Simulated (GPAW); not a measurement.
# Ga2AsP (R3m): G0W0 on several meshes in GPAW

Wanted: mesh dependence and cost of G0W0 for Ga2AsP (R3m).

Method: LDA and many-body steps on it, plane waves, in GPAW 26.7.0.

### 1. The structure

It takes space group R3m (No. 160, trigonal). Conventional cell: a = 3.930 Å, b = 3.930 Å, c = 19.252 Å, α = 90.00°, β = 90.00°, γ = 120.00°. Nearest to Ga lie 3 P at 2.39 Å and 1 As at 2.45 Å. Nearest to Ga lie 1 P at 2.36 Å and 3 As at 2.42 Å. Nearest to P lie 4 Ga at 2.36 to 2.39 Å. Nearest to As lie 4 Ga at 2.42 to 2.45 Å. Farther neighbours are not listed.

As a file:

```cif
data_structure
_symmetry_space_group_name_H-M 'P 1'
_symmetry_Int_Tables_number 1
_cell_length_a 6.8066
_cell_length_b 6.8066
_cell_length_c 6.8066
_cell_angle_alpha 33.561
_cell_angle_beta 33.561
_cell_angle_gamma 33.561
_cell_volume 85.84
loop_
_atom_site_label
_atom_site_type_symbol
_atom_site_fract_x
_atom_site_fract_y
_atom_site_fract_z
_atom_site_occupancy
Ga1 Ga 0.99756 0.99756 0.99756 1
Ga2 Ga 0.50249 0.50249 0.50249 1
P3 P 0.62500 0.62500 0.62500 1
As4 As 0.12493 0.12493 0.12493 1
```

The cell and positions are those that the Materials Project relaxed with its own functionals (PBE, PBE+U or r2SCAN), kept fixed.

### 2. Empty states on the mesh, 4×4×4 mesh, 204 bands

This step: GPAW 26.7.0; DFT, LDA, plane waves, PAW.

The sums over transitions need many empty states on a uniform mesh; this step solves for them.

Contents of run.py:

```python
import json
import numpy as np
from gpaw.mpi import world
from gpaw import GPAW

calc = GPAW('gs.gpw').fixed_density(kpts={'size': (4, 4, 4), 'gamma': True},
    parallel={'domain': 1, 'band': 1},
    txt='nscf.txt')
calc.diagonalize_full_hamiltonian(nbands=204)
calc.write('full.gpw', mode='all')
res = {}
kpts = calc.get_ibz_k_points()
res['kpts'] = kpts
res['eigenvalues'] = [calc.get_eigenvalues(kpt=k) for k in range(len(kpts))]
res['n_electrons'] = calc.get_number_of_electrons()

if world.rank == 0:
    with open('result.json', 'w') as f:
        json.dump(res, f, default=lambda x: x.tolist())
```

Command:

```console
mpirun -n 4 gpaw python run.py
```

Numbers of over 12 decimals in the logs are rounded to 6 here.

Log:

```text
Diagonalizing LCAO Hamiltonian
Converting LCAO to pw mode
convergence criteria:
- Maximum integral of absolute [eigenst]ate change: 4e-08 eV^2 / valence electron
maximum number of iterations: 100

SCF iterations
|iter     |     time |      energy | eigst |  dens |
|iter:   1|  |             | +0.58 |       |
|iter:   2|  |             | -1.18 |       |
|iter:   3|  |             | -2.59 |       |
|iter:   4|  |             | -3.91 |       |
|iter:   5|  |             | -5.03 |       |
|iter:   6|  |             | -6.25 |       |
|iter:   7|  |             | -7.27 |       |
|iter:   8|  |             | -7.87c|       |
SCF steps: 8
  __  _  _
 | _ |_)|_||  |
 |__||  | ||/\| - 26.7.0

Input parameters:
  mode=PW(ecut=450.000000),
  convergence={'density': 1e-06, 'bands': -3},
  gpts=array([35, 35, 35]),
  kpts=MonkhorstPack(size=(4, 4, 4), gamma=True),
  maxiter=100,
  nbands=16,
  occupations=Occupations(name='fermi-dirac', width=0.001, fixmagmom=False),
  parallel={'domain': 1, 'band': 1},
  xc=XC(name='LDA')
Matrix size: 1867x1867
# Writing to full.gpw (mode='all')
  [... matrices ...]

timing:  # [seconds]
  Total: 27.425  # ━━━━━━━━━━━━━━━━━━━━━━━━━━━━━━━━━━━━━━━━━━━━━━━━━━━━━━━━━━
```

Wall time 33 s (4 MPI ranks of Arm Neoverse V2, shared host); peak memory 2 GiB.

Numbers from this step:

| Quantity | Value |
| --- | --- |
| gap | 0.8630 eV |
| k of the valence top | 0, 0, 0 |
| k of the conduction bottom | 0, 0, 0 |
| least direct gap | 0.8630 eV |
| k points computed | 13 |
| lowest point of the top converged band, above the valence top | 90.1694 eV |

On this mesh the gap is 0.863 eV.

### 3. 4×4×4

Now the one-shot GW correction: screening in the RPA, then the self-energy of the levels asked for.

This step: G0W0 on LDA, plane waves, PAW.

Contents of run.py:

```python
import json
import numpy as np
from gpaw.mpi import world
from gpaw.response.g0w0 import G0W0

gw = G0W0('full.gpw',
    filename='gw',
    kpts=[0],
    bands=(6, 10),
    ecut=60,
    nbands=90,
    integrate_gamma='WS',
    ppa=True)
gw.calculate()
res = {mode: {k: v for k, v in r.items() if k != 'sigma_eskwn'}
       for mode, r in gw.all_results.items()}

if world.rank == 0:
    with open('result.json', 'w') as f:
        json.dump(res, f, default=lambda x: x.tolist())
```

Command:

```console
mpirun -n 4 gpaw python run.py
```

Log:

```text
Using integrator: PointIntegrator
FrequencyGridDescriptor(from 0.000+0.000j to 0.000+27.211j eV, 2 points)
Nonperiodic BCs:  [False False False]
Using integrator: PointIntegrator
FrequencyGridDescriptor(from 0.000+0.000j to 0.000+27.211j eV, 2 points)
Nonperiodic BCs:  [False False False]
  ___  _ _ _
 |   || | | |
 | | || | | |
 |__ ||_____|
 |___|

BZ k-points: Symmetries present (total): 6

  [... matrices ...]
64 k-points: 4 x 4 x 4 Monkhorst-Pack grid + [1/8,1/8,1/8]
13 k-points in the irreducible part of the Brillouin zone
       k-points in crystal coordinates                weights
   0:     0.00000000    0.00000000    0.00000000          1/64
   1:     0.25000000    0.00000000   -0.25000000          6/64
   2:     0.25000000    0.00000000    0.00000000          6/64
   3:     0.25000000    0.25000000   -0.25000000          6/64
   4:     0.25000000    0.25000000    0.00000000          6/64
   5:     0.25000000    0.25000000    0.25000000          2/64
   6:     0.50000000    0.00000000    0.00000000          3/64
   7:     0.50000000    0.25000000   -0.25000000          6/64
   8:     0.50000000    0.25000000    0.00000000         12/64
   9:     0.50000000    0.25000000    0.25000000          6/64
          ...
  12:     0.50000000    0.50000000    0.50000000          1/64

Distributing spins, k-points and bands (1 x 1 x 4) over 4 processes
Number of blocks: 1

Quasi particle states:
k-points (IBZ indices): [0]
Band range: (6, 10)
  [... matrices ...]
Computational parameters:
Plane wave cut-off: 60 eV
Number of bands: 90
Coulomb cutoff: None
Broadening: 0.1 eV

fxc modes: GW
Kernel: RPA
Using Godby-Needs plasmon-pole approximation:
  Fitting energy: i*E0, E0 = 1.000 Hartree
Summing all q:

Calculating screened Coulomb potential
No Coulomb truncation
FrequencyGridDescriptor(from 0.000+0.000j to 0.000+27.211j eV, 2 points)
Removing empty qpoint cache files...

Calculating chi0 body with:
    Ground state adapter containing:
    Number of spins: 1
    Number of kpoints: 64
    Number of irreducible kpoints: 13
    Number of completely occupied states: 8
    Number of partially occupied states: 8
    Occupied states memory: 5.233765 M / cpu

    Linear response parametrization:
    q_c: [0.0, 0.0, 0.0]
    Number of frequency points: 2
    Planewave cutoff: 60.0
    Number of bands: 90
    Number of planewaves: 99
    Broadening (eta): 1e-06
    comm.size: 4
    kncomm.size: 4
    blockcomm.size: 1

    Memory estimate of potentially large arrays:
        chi0_wGG: 0.299103 M / cpu
Integrating chi0 body.

Symmetries of q_c:
    Direct symmetries (Uq -> q): 6
    Indirect symmetries (TUq -> q): 6
In total 12 allowed symmetries.

  [... matrices ...]
13 groups of equivalent kpoints. 79.6875% reduction.

Integral kind: response function
Integrating chi0 head and wings.

Symmetries of q_c:
    Direct symmetries (Uq -> q): 6
    Indirect symmetries (TUq -> q): 6
In total 12 allowed symmetries.

  [... matrices ...]
13 groups of equivalent kpoints. 79.6875% reduction.

Integral kind: response function wings

Calculating chi0 body with:
    Ground state adapter containing:
    Number of spins: 1
    Number of kpoints: 64
    Number of irreducible kpoints: 13
    Number of completely occupied states: 8
    Number of partially occupied states: 8
    Occupied states memory: 5.233765 M / cpu

[... the further q-points ...]

Results:
f:      Occupation numbers
eps:     KS-eigenvalues [eV]
vxc:     KS vxc [eV]
exx:     Exact exchange [eV]
sigma:   Self-energies [eV]
dsigma:  Self-energy derivatives
Z:       Renormalization factors
qp:      QP-energies [eV]

k-point 0 (0): (0.000, 0.000, 0.000)                GW
band       f     eps     vxc     exx   sigma  dsigma       Z      qp
                                                                   GW
   6   1.000   4.718 -15.170 -16.534   1.484  -0.273   0.786   4.812
   7   1.000   4.718 -15.170 -16.534   1.484  -0.273   0.786   4.812
   8   0.000   5.581 -15.727 -11.170  -3.085  -0.265   0.791   6.745
   9   0.000   5.858 -14.319  -9.770  -3.229  -0.256   0.796   6.910
```

Run time: 69 s. Hardware: 4 MPI ranks; peak memory 1.5 GiB.

This step gave:

* G0W0 gap on the points computed: 1.933 eV
* least direct G0W0 gap on the computed points: 1.933 eV
* Z at the valence top: 0.7857
* Z at the conduction bottom: 0.7907
* starting gap on the mesh: 0.8630 eV
* k of the valence top: 0, 0, 0
* k of the conduction bottom: 0, 0, 0

The gap on the mesh goes from 0.86 eV to 1.93 eV, a correction of +1.07 eV.

### 4. Empty states on the mesh, 2×2×2 mesh, 100 bands

This step: DFT, LDA, plane waves, PAW.

Contents of run.py:

```python
import json
import numpy as np
from gpaw.mpi import world
from gpaw import GPAW

calc = GPAW('gs.gpw').fixed_density(kpts={'size': (2, 2, 2), 'gamma': True},
    nbands=116,
    convergence={'bands': 100},
    txt='nscf.txt')
calc.write('full.gpw', mode='all')
res = {}
kpts = calc.get_ibz_k_points()
res['kpts'] = kpts
res['eigenvalues'] = [calc.get_eigenvalues(kpt=k) for k in range(len(kpts))]
res['n_electrons'] = calc.get_number_of_electrons()

if world.rank == 0:
    with open('result.json', 'w') as f:
        json.dump(res, f, default=lambda x: x.tolist())
```

Command:

```console
mpirun -n 4 gpaw python run.py
```

Log:

```text
Diagonalizing LCAO Hamiltonian
Converting LCAO to pw mode
convergence criteria:
- Maximum integral of absolute [eigenst]ate change: 4e-08 eV^2 / valence electron
maximum number of iterations: 100

SCF iterations
|iter     |     time |      energy | eigst |  dens |
|iter:   1|  |             | +4.20 |       |
|iter:   2|  |             | +2.97 |       |
|iter:   3|  |             | +1.83 |       |
[...]
|iter:  13|  |             | -6.71 |       |
|iter:  14|  |             | -7.02 |       |
|iter:  15|  |             | -7.53c|       |
SCF steps: 15
  __  _  _
 | _ |_)|_||  |
 |__||  | ||/\| - 26.7.0

Input parameters:
  mode=PW(ecut=450.000000),
  convergence={'bands': 100},
  gpts=array([35, 35, 35]),
  kpts=MonkhorstPack(size=(2, 2, 2), gamma=True),
  maxiter=100,
  nbands=116,
  occupations=Occupations(name='fermi-dirac', width=0.001, fixmagmom=False),
  parallel={},
  xc=XC(name='LDA')
# Writing to full.gpw (mode='all')
  [... matrices ...]

timing:  # [seconds]
  Total: 0.028  # ━━━━━━━━━━━━━━━━━━━━━━━━━━━━━━━━━━━━━━━━━━━━━━━━━━━━━━━━━━━
```

Run time: 14 s. Hardware: 4 MPI ranks; peak memory 0.88 GiB; 56 s of CPU time.

Numbers from this step:

```yaml
gap: 0.8630 eV
k_of_the_valence_top: 0, 0, 0
k_of_the_conduction_bottom: 0, 0, 0
least_direct_gap: 0.8630 eV
k_points_computed: 4
lowest_point_of_the_top_converged_band_above_the_valence_top: 49.42 eV
```

On this mesh the gap is 0.863 eV.

### 5. 2×2×2

This step: G0W0 on LDA, plane waves, PAW.

Contents of run.py:

```python
import json
import numpy as np
from gpaw.mpi import world
from gpaw.response.g0w0 import G0W0

gw = G0W0('full.gpw',
    filename='gw',
    kpts=[0],
    bands=(6, 10),
    ecut=60,
    nbands=90,
    integrate_gamma='WS',
    ppa=True)
gw.calculate()
res = {mode: {k: v for k, v in r.items() if k != 'sigma_eskwn'}
       for mode, r in gw.all_results.items()}

if world.rank == 0:
    with open('result.json', 'w') as f:
        json.dump(res, f, default=lambda x: x.tolist())
```

Command:

```console
mpirun -n 4 gpaw python run.py
```

Log:

```text
Using integrator: PointIntegrator
FrequencyGridDescriptor(from 0.000+0.000j to 0.000+27.211j eV, 2 points)
Nonperiodic BCs:  [False False False]
Using integrator: PointIntegrator
FrequencyGridDescriptor(from 0.000+0.000j to 0.000+27.211j eV, 2 points)
Nonperiodic BCs:  [False False False]
  ___  _ _ _
 |   || | | |
 | | || | | |
 |__ ||_____|
 |___|

BZ k-points: Symmetries present (total): 6

  [... matrices ...]
8 k-points: 2 x 2 x 2 Monkhorst-Pack grid + [1/4,1/4,1/4]
4 k-points in the irreducible part of the Brillouin zone
       k-points in crystal coordinates                weights
   0:     0.00000000    0.00000000    0.00000000          1/8
   1:     0.50000000    0.00000000    0.00000000          3/8
   2:     0.50000000    0.50000000    0.00000000          3/8
   3:     0.50000000    0.50000000    0.50000000          1/8

Distributing spins, k-points and bands (1 x 1 x 4) over 4 processes
Number of blocks: 1

Quasi particle states:
k-points (IBZ indices): [0]
Band range: (6, 10)
  [... matrices ...]
Computational parameters:
Plane wave cut-off: 60 eV
Number of bands: 90
Coulomb cutoff: None
Broadening: 0.1 eV

fxc modes: GW
Kernel: RPA
Using Godby-Needs plasmon-pole approximation:
  Fitting energy: i*E0, E0 = 1.000 Hartree
Summing all q:

Calculating screened Coulomb potential
No Coulomb truncation
FrequencyGridDescriptor(from 0.000+0.000j to 0.000+27.211j eV, 2 points)
Removing empty qpoint cache files...

Calculating chi0 body with:
    Ground state adapter containing:
    Number of spins: 1
    Number of kpoints: 8
    Number of irreducible kpoints: 4
    Number of completely occupied states: 8
    Number of partially occupied states: 8
    Occupied states memory: 5.233765 M / cpu

    Linear response parametrization:
    q_c: [0.0, 0.0, 0.0]
    Number of frequency points: 2
    Planewave cutoff: 60.0
    Number of bands: 90
    Number of planewaves: 99
    Broadening (eta): 1e-06
    comm.size: 4
    kncomm.size: 4
    blockcomm.size: 1

    Memory estimate of potentially large arrays:
        chi0_wGG: 0.299103 M / cpu
Integrating chi0 body.

Symmetries of q_c:
    Direct symmetries (Uq -> q): 6
    Indirect symmetries (TUq -> q): 6
In total 12 allowed symmetries.

  [... matrices ...]
4 groups of equivalent kpoints. 50.0% reduction.

Integral kind: response function
Integrating chi0 head and wings.

Symmetries of q_c:
    Direct symmetries (Uq -> q): 6
    Indirect symmetries (TUq -> q): 6
In total 12 allowed symmetries.

  [... matrices ...]
4 groups of equivalent kpoints. 50.0% reduction.

Integral kind: response function wings

Calculating chi0 body with:
    Ground state adapter containing:
    Number of spins: 1
    Number of kpoints: 8
    Number of irreducible kpoints: 4
    Number of completely occupied states: 8
    Number of partially occupied states: 8
    Occupied states memory: 5.233765 M / cpu

    Linear response parametrization:
[... the further q-points ...]

Results:
f:      Occupation numbers
eps:     KS-eigenvalues [eV]
vxc:     KS vxc [eV]
exx:     Exact exchange [eV]
sigma:   Self-energies [eV]
dsigma:  Self-energy derivatives
Z:       Renormalization factors
qp:      QP-energies [eV]

k-point 0 (0): (0.000, 0.000, 0.000)                GW
band       f     eps     vxc     exx   sigma  dsigma       Z      qp
                                                                   GW
   6   1.000   4.718 -15.170 -17.466   2.236  -0.263   0.792   4.670
   7   1.000   4.718 -15.170 -17.466   2.236  -0.263   0.792   4.670
   8   0.000   5.581 -15.727 -10.365  -3.801  -0.258   0.795   6.822
   9   0.000   5.858 -14.319  -8.868  -3.977  -0.249   0.800   7.038
```

Wall time 8.1 s (4 MPI ranks); peak memory 1.3 GiB; 32 s of CPU time.

Numbers from this step:

- G0W0 gap on the points computed: 2.152 eV
- least direct G0W0 gap on the computed points: 2.152 eV
- Z at the valence top: 0.7919
- Z at the conduction bottom: 0.7951
- starting gap on the mesh: 0.8630 eV
- k of the valence top: 0, 0, 0
- k of the conduction bottom: 0, 0, 0

Against G0W0 in GPAW (4×4×4 mesh, 90 bands, screening to 60 eV, Godby-Needs plasmon pole), the gap moves by +0.218 eV.

### 6. Side by side

Times are wall times on 4 MPI ranks of Arm Neoverse V2, shared host, good to a factor of about two.

| run | mesh | bands | screening cutoff (eV) | DFT gap (eV) | gap on the mesh (eV) | direct (eV) | time |
| --- | --- | --- | --- | --- | --- | --- | --- |
| 4×4×4 | 4×4×4 | 90 | 60 | 0.863 | 1.933 | 1.933 | 69 s |
| 2×2×2 | 2×2×2 | 90 | 60 | 0.863 | 2.152 | 2.152 | 8.1 s |

### 7. Results

```
4×4×4        : 1.933 eV
2×2×2        : 2.152 eV
known limits : not at the basis limit; no spin-orbit coupling; coarse k mesh
```

What this shows: 2×2×2: +0.218 eV against 4×4×4. Bands and cutoff are finite, so the gap is not at the basis limit. The miss can reach some tenths of an eV and take either sign; the mesh is an error of its own. These stock PAW sets were not made for GW; the filled d or f shell of As and Ga lies in the frozen core, which bears on start and correction. In the G0W0 runs levels were corrected at 1 k point alone, so a gap called «on the mesh» is the least over those, and an edge elsewhere would be missed. The many-body steps are scalar-relativistic: spin-orbit coupling is not in them.

[Paths, hosts, dates, memory and timing lines, banners, echoed tables and standing remarks are left out of the program output.]

[Logs are printed without paths, hosts, clocks, repeated set-up lines and the standing remarks that a program may print on its own settings, such as how far it seeks lower states.]

[Runs of the session that timed out or met a known fault of the program may be left out.]

[Hosts, paths, dates, database ids (printed as entryN), source tags and the programs' standing remarks are cut or masked in the printed files.]
